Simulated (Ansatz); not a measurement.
# Electron–phonon scattering in Sc (P6_3/mmc), part 2 of 3

The plan: relax Sc (P6_3/mmc), check its phonons, and, if the lattice is stable, compute its Eliashberg function and ρ(T).

Ansatz 0.2.0; DFT PBE, scalar-relativistic, plane waves, PAW.

So far. Step 2 (Relaxation): The largest force is now zero by symmetry and the largest stress component 0.042 GPa. Step 3 (Relaxing tightly for phonons): The largest force is now zero by symmetry and the largest stress component 0.0095 GPa, small enough for phonons. The relaxed cell has a = 3.319, c = 5.161 Å (conventional setting).

### 4. Lattice stability: q 2×2×2, k 6×6×4

Before any scattering is computed, the phonons show whether the structure is a minimum.

input.yaml reads:

```yaml
crystal:
  lattice:
    - [3.3192864462, 0.0, 0.0]
    - [-1.6596432231, 2.8745863848, 0.0]
    - [0.0, 0.0, 5.1607353771]
  atoms:
    - { symbol: Sc, position: [0.3333333333, 0.6666666667, 0.25] }
    - { symbol: Sc, position: [0.6666666667, 0.3333333333, 0.75] }
kpoints:
  mp_grid: { grid: [6, 6, 4] }
hamiltonian:
  xc: pbe
scf:
  occupations: { method: methfessel_paxton, width: 0.2 }
output:
  eigenvalues: true
phonons:
  method: dfpt
  qmesh: [2, 2, 2]
  temperatures: { t_max: 1000, t_step: 50 }
  qpath:
    path:
      - [[0.0, 0.0, 0.0], [0.5, 0.0, 0.0], [0.33333333, 0.33333333, 0.0], [0.0, 0.0, 0.0], [0.0, 0.0, 0.5], [0.5, 0.0, 0.5], [0.33333333, 0.33333333, 0.5], [0.0, 0.0, 0.5]]
      - [[0.5, 0.0, 0.5], [0.5, 0.0, 0.0]]
      - [[0.33333333, 0.33333333, 0.5], [0.33333333, 0.33333333, 0.0]]
    npoints: 10
```

Started as:

```console
ansatz run input.yaml --threads 4 --pin off --max-ram 10240MiB --backend cpu --events-out ev --progress --plain --runs-dir out
```

Numbers of over 12 decimals in the logs are rounded to 6 here.

The log of the run:

```text
[...]
Crystal: 2 atoms, lattice volume = 49.242 Å³
Basis set: ecut = 420 eV, 965 PW (Γ), exchange–correlation on 48×48×72 points (8 copies of the dense FFT grid, shifted against one another)
Bands: 15, of which v1, the nominal top of the filled ones, is band 11 counted from 1 (10 counted from 0)
Symmetry: 24 space group operations
k-points: 21 of 144
[...]
SCF iter   1: F=—  HF=-4271.632409 eV  |F-HF|=—  |Δ(HF+E_count)|=         —  Δρ=2.52e-3  dr2=2.41e-3  ethr=1.77e-3  ⟨swp⟩=3.2  Hψ=1155  notcnv=0
[...]
SCF iter   6: F=-4271.631843 eV  HF=-4271.631843 eV  |F-HF|=0.00e0  |Δ(HF+E_count)|=   1.84e-9  S|Δr|=    0.00e0  Δρ=1.94e-7  dr2=6.96e-12  ethr=1.00e-12  ⟨swp⟩=4.0  Hψ=1439  notcnv=0
SCF 1 converged in 6 iterations: F = -4271.631843 eV  dr2 = 6.96e-12
[...]
NSCF: frozen V_eff on 21 k-points
[...]
DFPT response loops at q = (0, 0, 0) (fractional): preconditioner auto → Kerker (q_TF=auto, 2.385 Å⁻¹) (partly filled bands, converged f_vac=0.000); β = 1.00, the filter's whole step (`scf.mixing.beta` (0.50) is not read by the response loops under this deck's `scf.mixing.preconditioner`; to damp them name `kerker` or `kerker_dos`, under which they read `scf.mixing.beta`, and type it under 1.00, their step now; both keys bind the ground state too); Broyden in place of MSR1
[...]
SCF converged after 6 iterations
Stability not checked: this state was not tested for a lower state beside it, because cold or Methfessel-Paxton smearing, or corrected tetrahedra, fill the levels in a way that the test cannot read (fill_not_monotonic; see scf.lower_state_search)
Free energy (F): -4271.631843 eV
[...]
Internal energy: -4271.642086 eV  (E = F + TS)
E sigma→0 (E₀):  -4271.634404 eV
Entropy (-TS):   0.010243 eV (5.122 meV/atom)
Fermi energy:    9.282278 eV
[...]
--- Band table (eV; the first three rows and the last of 21) ---
  k-point 0: bands = [... 7 lower, -18.5216, 4.1444, 7.6402, 9.8954, 10.8568, 10.8568, 11.1374, 11.3091]
  k-point 1: bands = [... 7 lower, -18.5747, 4.5619, 7.0449, 9.8444, 10.7229, 10.7229, 10.8649, 11.0833]
  k-point 2: bands = [... 7 lower, -18.5986, 5.6899, 5.6899, 10.2584, 10.2584, 10.7707, 10.7707, 10.7707]
  k-point 20: bands = [... 7 lower, -18.6002, 8.8589, 8.8589, 9.1432, 9.1432, 9.5303, 9.5303, 11.6640]
--- Phonons (Γ-DFPT): 2 representative perturbations + reference (Σ response iterations 6) ---
  ASR residual: 1.307e-4 → 0.000e0 eV/Å²; symmetrization residual: 1.824e-12 eV/Å²
  ASR residual per site (eV/Å²): 1.31e-4 1.31e-4
  Γ frequencies (cm⁻¹): 0.00 0.00 0.00 137.62 137.62 231.83
--- Phonons (arbitrary-q DFPT): 4 irreducible q on the 2×2×2 mesh ---
  q = [0.0000, 0.0000, 0.0000] (star 1, of the zone-centre solve; hermiticity 1.63e-14, symmetrization 4.11e-13): -0.00 0.00 0.00 137.62 137.62 231.83
  q = [0.0000, 0.0000, -0.5000] (star 1, 2 solved perturbations in 60 linear systems a pass and spin channel, the states on 39 of 144 k-point pairs; hermiticity 1.46e-11, symmetrization 4.90e-8): 99.08 99.08 99.08 99.08 168.84 168.84
  q = [0.0000, -0.5000, 0.0000] (star 3, 3 solved perturbations on 39 of 144 k-point pairs; hermiticity 3.61e-5, symmetrization 1.56e-5): 121.22 135.24 198.88 207.08 214.95 220.91
[...]
sum rule: each row above includes the acoustic sum rule's correction from the zone centre's row sums; it moved no ω² by more than (0.89 cm⁻¹)²
  mesh force constants: q→R imaginary residual 7.60e-18; ASR residual 1.307e-4 → 0.000e0 eV/Å²; symmetrization residual 3.553e-15 eV/Å²
  interpolated dispersion: 93 rows × 6 modes
  density of states and harmonic sums: on the 22×22×12 q-mesh, interpolated from the force constants of a 2×2×2 supercell (no non-analytic term)
  largest difference from the sums on the solved wave vectors: F 6.92e-2 eV, S 1.01e-4 and C_V 3.23e-5 eV/K
  zero-point energy: 0.060224 eV/cell   skipped modes (ω ≤ 0): 3   left out of the sums: 8.61e-5 of the cell's modes: C_V's classical limit lies that fraction below 3 k_B per atom; for a crystal, a wire or a layer, F and S can be off by more, and a phonons.interpolated_qmesh denser along its periods is the remedy for the sampling
```

It took 6.9 s on 4 threads of Arm Neoverse V2, shared host; peak memory 0.45 GiB; 25 s of CPU time.

Reading the cycles: dr2 is the Hartree energy of the density residual (eV), the measure of convergence; HF is the Harris–Foulkes estimate of the energy, which meets the free energy F at convergence.

This step gave:

| Property | Result |
| --- | --- |
| zero point energy | 0.06022 eV/cell |
| share of imaginary modes in the plain interpolation between solved wavevectors | 0 |
| highest frequency, solved or plainly interpolated | 231.8 cm⁻¹ |
| Debye temperature (second moment) | 310 K |

Solved on the 2×2×2 mesh alone; all other wavevectors are interpolated. Phonon branches along the path, in cm⁻¹:

| point | branch 1 | branch 2 | branch 3 | branch 4 | branch 5 | branch 6 |
| --- | --- | --- | --- | --- | --- | --- |
| Γ | 0 | 0 | 0 | 138 | 138 | 232 |
| halfway | 85 | 86 | 134 | 176 | 189 | 228 |
| M | 121 | 135 | 199 | 207 | 215 | 221 |
| halfway | 147 | 150 | 200 | 206 | 212 | 214 |
| K | 181 | 181 | 181 | 200 | 200 | 217 |
| halfway | 99 | 107 | 145 | 185 | 197 | 225 |
| Γ | 0 | 0 | 0 | 138 | 138 | 232 |
| halfway | 54 | 54 | 93 | 128 | 128 | 216 |
| A | 99 | 99 | 99 | 99 | 169 | 169 |
| halfway | 134 | 134 | 143 | 143 | 169 | 169 |
| L | 141 | 141 | 161 | 161 | 200 | 200 |
| halfway | 138 | 138 | 172 | 172 | 198 | 198 |
| H | 136 | 136 | 187 | 187 | 193 | 193 |
| halfway | 140 | 140 | 148 | 148 | 174 | 174 |
| A | 99 | 99 | 99 | 99 | 169 | 169 |
| jump to L | 141 | 141 | 161 | 161 | 200 | 200 |
| halfway | 128 | 132 | 182 | 193 | 204 | 212 |
| M | 121 | 135 | 199 | 207 | 215 | 221 |
| jump to H | 136 | 136 | 187 | 187 | 193 | 193 |
| halfway | 159 | 159 | 180 | 197 | 197 | 206 |
| K | 181 | 181 | 181 | 200 | 200 | 217 |

The phonon branches as a text plot (rows in cm⁻¹):

```
    227 |*****           *******
    217 |     ********* *       *                          **   *
    208 |     * ***** ***                                ****  *
    198 |    **********  *       *       ****** *       *********
    188 |    * *    *  * **             *      * *
    179 |   *        *  *         *    *     ** * *      **  ****
    169 |   * *     * *   **       ****     *    * *******     *
    159 |  * *     *   *   *      *      ***      *
    150 | *       *    *    *          **          *    *     *
    140 |*       **     **   ***      ***************    *   *
    130 |       *               **    *             **  *****
    121 |      ***        *      *   *               *     **
    111 |   * **         *        * **                *
    101 |    *           *         *                   *
     92 |                  *    * *
     82 |  *              *
     72 |   *                    *
     63 |                  **
     53 | **                    *
     43 |                   *
     34 | *                  * *
     24 |*                   * *
     14 |*
      5 |                     *
         Γ      M    K        Γ   A       L    H       A|L M|H  K
```

Lowest modes at the softest wavevector of the mesh. Modes at q = (0.000, 0.000, 0.500):

| mode | frequency (cm⁻¹) |
| --- | --- |
| 1 | 99.1 |
| 2 | 99.1 |
| 3 | 99.1 |
| 4 | 99.1 |
| 5 | 168.8 |
| 6 | 168.8 |

Displacements in mode 3 (99.1 cm⁻¹), the largest set to 1, in the home cell (x, y, z of the real part, then of the imaginary part):
```
Sc1  0.00 -0.01  0.00  0.00 -0.07  0.00
Sc2 -0.32 -1.00  0.00  0.00  0.00  0.00
```

Displacements in mode 5 (168.8 cm⁻¹), the largest set to 1, in the home cell (x, y, z of the real part, then of the imaginary part):
```
Sc1  0.00  0.00  1.00  0.00  0.00 -0.01
Sc2  0.00  0.00 -0.02  0.00  0.00 -0.33
```

Among the solved wavevectors the lowest mode, translations apart, is 99.1 cm⁻¹, so these are real on this k mesh.

### 5. Coupling and resistivity: q 2×2×2, k 6×6×4, scattering 8×8×8

A first run on coarse meshes.

Changes to input.yaml since step 4:

```diff
@@ -26 +26,6 @@
     npoints: 10
+  electrical_resistivity:
+    mesh: [8, 8, 8]
+    temperatures: [20.0, 50.0, 80.0, 100.0, 150.0, 200.0, 273.0, 300.0, 400.0, 500.0, 600.0, 800.0]
+  superconductivity: { mesh: [8, 8, 8], eliashberg_equations: false }
+  electron_occupations: "off"
```

The log of the run:

```text
[...]
Crystal: 2 atoms, lattice volume = 49.242 Å³
Basis set: ecut = 420 eV, 965 PW (Γ), exchange–correlation on 48×48×72 points (8 copies of the dense FFT grid, shifted against one another)
Bands: 15, of which v1, the nominal top of the filled ones, is band 11 counted from 1 (10 counted from 0)
Symmetry: 24 space group operations
k-points: 21 of 144
[...]
SCF iter   1: F=—  HF=-4271.632409 eV  |F-HF|=—  |Δ(HF+E_count)|=         —  Δρ=2.52e-3  dr2=2.41e-3  ethr=1.77e-3  ⟨swp⟩=3.2  Hψ=1155  notcnv=0
[...]
SCF iter   6: F=-4271.631843 eV  HF=-4271.631843 eV  |F-HF|=0.00e0  |Δ(HF+E_count)|=   1.84e-9  S|Δr|=    0.00e0  Δρ=1.94e-7  dr2=6.96e-12  ethr=1.00e-12  ⟨swp⟩=4.0  Hψ=1439  notcnv=0
SCF 1 converged in 6 iterations: F = -4271.631843 eV  dr2 = 6.96e-12
[...]
SCF iter   1: F=—  HF=-4271.632409 eV  |F-HF|=—  |Δ(HF+E_count)|=         —  Δρ=2.52e-3  dr2=2.41e-3  ethr=1.77e-3  ⟨swp⟩=3.2  Hψ=1155  notcnv=0
[...]
SCF iter   6: F=-4271.631843 eV  HF=-4271.631843 eV  |F-HF|=0.00e0  |Δ(HF+E_count)|=   1.84e-9  S|Δr|=    0.00e0  Δρ=1.94e-7  dr2=6.95e-12  ethr=1.00e-12  ⟨swp⟩=2.0  Hψ=938  notcnv=0
SCF 2 converged in 6 iterations: F = -4271.631843 eV  dr2 = 6.95e-12
[...]
SCF converged after 6 iterations
[...]
Free energy (F): -4271.631843 eV
[...]
Internal energy: -4271.642086 eV  (E = F + TS)
E sigma→0 (E₀):  -4271.634404 eV
Entropy (-TS):   0.010243 eV (5.122 meV/atom)
Fermi energy:    9.282278 eV
[...]
--- Band table (eV; the first three rows and the last of 21) ---
  k-point 0: bands = [... 7 lower, -18.5216, 4.1444, 7.6402, 9.8954, 10.8568, 10.8568, 11.1374, 11.3091]
  k-point 1: bands = [... 7 lower, -18.5747, 4.5619, 7.0449, 9.8444, 10.7229, 10.7229, 10.8649, 11.0833]
  k-point 2: bands = [... 7 lower, -18.5986, 5.6899, 5.6899, 10.2584, 10.2584, 10.7707, 10.7707, 10.7707]
  k-point 20: bands = [... 7 lower, -18.6002, 8.8589, 8.8589, 9.1432, 9.1432, 9.5303, 9.5303, 11.6640]
[...]
ASR residual: 1.275e-4 → 0.000e0 eV/Å²; symmetrization residual: 1.826e-12 eV/Å²
  ASR residual per site (eV/Å²): 1.28e-4 1.28e-4
  Γ frequencies (cm⁻¹): 0.00 0.00 0.00 137.62 137.62 231.83
--- Phonons (arbitrary-q DFPT): 4 irreducible q on the 2×2×2 mesh ---
[...]
interpolated dispersion: 93 rows × 6 modes
[...]
--- Electrical resistivity: potentials and phonons of a 2×2×2 supercell ---
  scattering by harmonic phonons alone, with no dipole-dipole term; scattering by other electrons, impurities, surfaces and spin disorder is left out, and so is spin–orbit coupling
  the resistivity is that of a variational response, whose dependence on the energy is improved iteratively
  at the Fermi level of each mesh (of a tensor a third of its trace):
           mesh   spin    states/(eV spin)  plasma energy (eV)         λ      λ_tr    ħω_log (meV)
          8×8×8                     2.0429              3.7754    0.4521    0.5171          18.601
          4×4×4                     1.9765              3.2634    0.4217    0.5088          18.899
  resistivity on the deck's mesh, µΩ·cm:
     T (K)       trace/3  mesh converged            xx            yy            zz    lowest order   relaxation time
     20.00     1.5220e-2              no     1.8341e-2     1.8341e-2     8.9784e-3       2.8795e-2         2.7123e-2
     50.00      1.3338e0              no      1.6430e0      1.6430e0     7.1547e-1        2.0563e0          1.4568e0
     80.00      5.9420e0              no      7.3573e0      7.3573e0      3.1113e0        7.2650e0          5.8319e0
    100.00      9.9810e0              no      1.2404e1      1.2404e1      5.1352e0        1.1307e1          9.4840e0
    150.00      2.0323e1              no      2.5370e1      2.5370e1      1.0231e1        2.1535e1          1.8784e1
    200.00      3.0164e1              no      3.7695e1      3.7695e1      1.5102e1        3.1524e1          2.7711e1
    273.00      4.3955e1              no      5.4920e1      5.4920e1      2.2026e1        4.5827e1          4.0298e1
    300.00      4.8964e1              no      6.1161e1      6.1161e1      2.4571e1        5.1075e1          4.4879e1
    400.00      6.7292e1              no      8.3930e1      8.3930e1      3.4016e1        7.0422e1          6.1642e1
    500.00      8.5407e1              no      1.0633e2      1.0633e2      4.3556e1        8.9708e1          7.8173e1
    600.00      1.0339e2              no      1.2848e2      1.2848e2      5.3224e1        1.0899e2          9.4505e1
    800.00      1.3902e2              no      1.7203e2      1.7203e2      7.3007e1        1.4758e2          1.2660e2
  mean free path at 20 K (of a tensor a third of its trace): 8165 nm by what each carries, 6998 by the Fermi surface alone
  Hall coefficient in a weak field at 20 K (a third of the trace): -1.451e-11 m³/C (how far it moves between the two finest meshes is not known); by each state's relaxation time: -7.908e-11 m³/C; by a constant relaxation time: -3.264e-11 m³/C
[...]
the resistivity times a path that all electrons share, by the Fermi surface of the deck's mesh alone (a third of the trace): 1.100e-15 Ω·m²
  not converged in the mesh (λ; λ_tr; the resistivity at 20 K by 21.36 %; the resistivity at 50 K by 39.20 %; the resistivity at 80 K by 41.22 %; the resistivity at 100 K by 40.47 %; the resistivity at 150 K by 38.00 %; the resistivity at 200 K by 36.12 %; the resistivity at 273 K by 33.99 %; the resistivity at 300 K by 33.31 %; the resistivity at 400 K by 31.15 %; the resistivity at 500 K by 29.31 %; the resistivity [...]
  vibrations of 8 cells: unjudged by the run; compare a larger repeat
  the changes of the potential over all sites missed a rigid shift's by 0.00 % (the site terms' by 0.02 %)
  between the force constants' wavevectors the phonons are obtained by Fourier interpolation alone: phonons.electron_occupations is off
--- Superconductivity: potentials and phonons of a 2×2×2 supercell ---
  pairing by harmonic phonons, in the closed forms alone; spin fluctuations are left out, and so is spin–orbit coupling
           mesh         λ    ħω_log (meV)  μ* declared at (meV)
          8×8×8    0.4521          18.601               19.921
          4×4×4    0.4217          18.899               20.098
  λ by the species' shares of the modes' patterns: Sc 0.4521
  transition temperature on the deck's mesh (K), isotropic and anisotropic, restricted to the Fermi surface (FSR) and over the full bandwidth (FBW), and the last with the density of states resolved in a narrower window:
        μ*   McMillan   Allen–Dynes      iso. FSR      iso. FBW    aniso. FSR    aniso. FBW  narrow window
      0.08      2.396         2.442             -             -             -             -              -
      0.10      1.704         1.733             -             -             -             -              -
      0.12      1.142         1.161             -             -             -             -              -
      0.13      0.911         0.925             -             -             -             -              -
      0.14      0.711         0.721             -             -             -             -              -
      0.16      0.401         0.406             -             -             -             -              -
      0.20      0.081         0.082             -             -             -             -              -
  not judged without the Eliashberg equations: between neighbouring meshes, the two finest first, λ moves by 6.74 %
  vibrations of 8 cells: unjudged by the run; compare a larger repeat
[...]
```

Elapsed: 25 s, on 4 threads; peak memory 0.58 GiB.

Numbers from this step:

| Property | Result |
| --- | --- |
| resistivity at 300 K | 48.96 μΩ cm, mean of the axes |
| coupling constant λ | 0.4521 |
| density of states at the Fermi level | 2.043 states/eV a spin and cell |
| log mean phonon energy ħω_log | 18.6 meV |
| transport coupling constant λ_tr | 0.5186, 0.5186, 0.5142 (xx, yy, zz) |
| Drude plasma energy | 3.096, 3.096, 4.857 eV (xx, yy, zz) |
| resistivity times mean free path | 13.86, 13.86, 5.277 × 10⁻¹⁶ Ω m² (xx, yy, zz) |
| second-moment phonon energy ħω₂ | 19.92 meV |
| coupling λ by branch | 0.105, 0.0805, 0.0653, 0.0656, 0.0732, 0.0621 (branches by rank of frequency) |

Phonon-limited, linearised Boltzmann equation on a 8x8x8 mesh. The resistivity by temperature; values in μΩ cm:

| temperature (K) | along x | along z |
| --- | --- | --- |
| 20 | 0.0183 | 0.00898 |
| 50 | 1.64 | 0.716 |
| 80 | 7.36 | 3.11 |
| 100 | 12.4 | 5.13 |
| 150 | 25.4 | 10.2 |
| 200 | 37.7 | 15.1 |
| 273 | 54.9 | 22.0 |
| 300 | 61.2 | 24.6 |
| 400 | 83.9 | 34.0 |
| 500 | 106 | 43.6 |
| 600 | 128 | 53.2 |
| 800 | 172 | 73.0 |

By its own test the run is not converged in the mesh. λ = 0.452 and 49.0 μΩ cm at 300 K. The run's own test puts 33 % between its two finest meshes on the component of the resistivity at 300 K that moves most, so it is not converged.

### 6. Coupling and resistivity: q 3×3×2, k 9×9×4, scattering 12×12×8

The next rung changes the q mesh, which sets the reach of the force constants and couplings; the k mesh of the density and its response; the scattering mesh, which samples the Fermi surface; the phonon self-energy between the q points, now taken in.

input.yaml, the sections that differ from step 5:

```yaml
kpoints:
  mp_grid: { grid: [9, 9, 4] }
phonons:
  method: dfpt
  qmesh: [3, 3, 2]
  temperatures: { t_max: 1000, t_step: 50 }
  qpath:
    path:
      - [[0.0, 0.0, 0.0], [0.5, 0.0, 0.0], [0.33333333, 0.33333333, 0.0], [0.0, 0.0, 0.0], [0.0, 0.0, 0.5], [0.5, 0.0, 0.5], [0.33333333, 0.33333333, 0.5], [0.0, 0.0, 0.5]]
      - [[0.5, 0.0, 0.5], [0.5, 0.0, 0.0]]
      - [[0.33333333, 0.33333333, 0.5], [0.33333333, 0.33333333, 0.0]]
    npoints: 10
  electrical_resistivity:
    mesh: [12, 12, 8]
    temperatures: [20.0, 50.0, 80.0, 100.0, 150.0, 200.0, 273.0, 300.0, 400.0, 500.0, 600.0, 800.0]
  superconductivity: { mesh: [12, 12, 8] }
# crystal, hamiltonian, scf, output: as in step 5
```

The log of the run:

```text
[...]
Crystal: 2 atoms, lattice volume = 49.242 Å³
Basis set: ecut = 420 eV, 965 PW (Γ), exchange–correlation on 48×48×72 points (8 copies of the dense FFT grid, shifted against one another)
Bands: 15, of which v1, the nominal top of the filled ones, is band 11 counted from 1 (10 counted from 0)
Symmetry: 24 space group operations
k-points: 36 of 324
[...]
gaps at the Fermi level over the full bandwidth under μ* = 0.1, 0.546 K: 0.210 to 0.492 meV
[...]
not converged in the mesh (λ, the transition temperature): between neighbouring meshes, the two finest first, λ moves by 16.75 % and the anisotropic transition temperature over the full bandwidth at μ* = 0.13 by 60.35 %; converged means that the two finest part by at most 2.00 % and 5.00 %
  vibrations of 18 cells: unjudged by the run; compare a larger repeat
[...]
[key lines of the parts left out:]
SCF converged after 7 iterations
Free energy (F): -4271.628242 eV
Fermi energy:    9.261590 eV
```

Wall time 1.8 min (4 threads); peak memory 2.2 GiB.

Numbers from this step:

```yaml
zero_point_energy: 0.05993 eV/cell
highest_frequency_solved_or_plainly_interpolated: 231 cm⁻¹
debye_temperature_second_moment: 309 K
resistivity_at_300_k: 56.55 μΩ cm, mean of the axes
coupling_constant_lambda: 0.4813
density_of_states_at_the_fermi_level: 1.984 states/eV a spin and cell
log_mean_phonon_energy_omega_log: 17.29 meV
transport_coupling_constant_lambda_tr: 0.557, 0.557, 0.5496 (xx, yy, zz)
drude_plasma_energy: 2.961, 2.961, 4.848 eV (xx, yy, zz)
resistivity_times_mean_free_path: 14.81, 14.81, 5.312 × 10⁻¹⁶ Ω m² (xx, yy, zz)
second_moment_phonon_energy_omega: 18.69 meV
coupling_lambda_by_branch: 0.127, 0.0959, 0.0716, 0.071, 0.0673, 0.0482 (branches by rank of frequency)
```

By its own test the run is not converged in the mesh. λ = 0.481 and 56.5 μΩ cm at 300 K, against 0.452 and 49.0 in the run with q 2×2×2, k 6×6×4, scattering 8×8×8 (+6.5 % and +15.5 %). The run's own test puts 44 % between its two finest meshes on the component of the resistivity at 300 K that moves most, more than that change. By the run's own test λ moves by 17 % between its two finest scattering meshes.

(Continued in part 3 of 3.)

[Logs are printed without paths, hosts, clocks, repeated set-up lines and the standing remarks that a program may print on its own settings, such as how far it seeks lower states.]

[Hosts, paths, dates, database ids (printed as entryN), source tags and the programs' standing remarks are cut or masked in the printed files.]
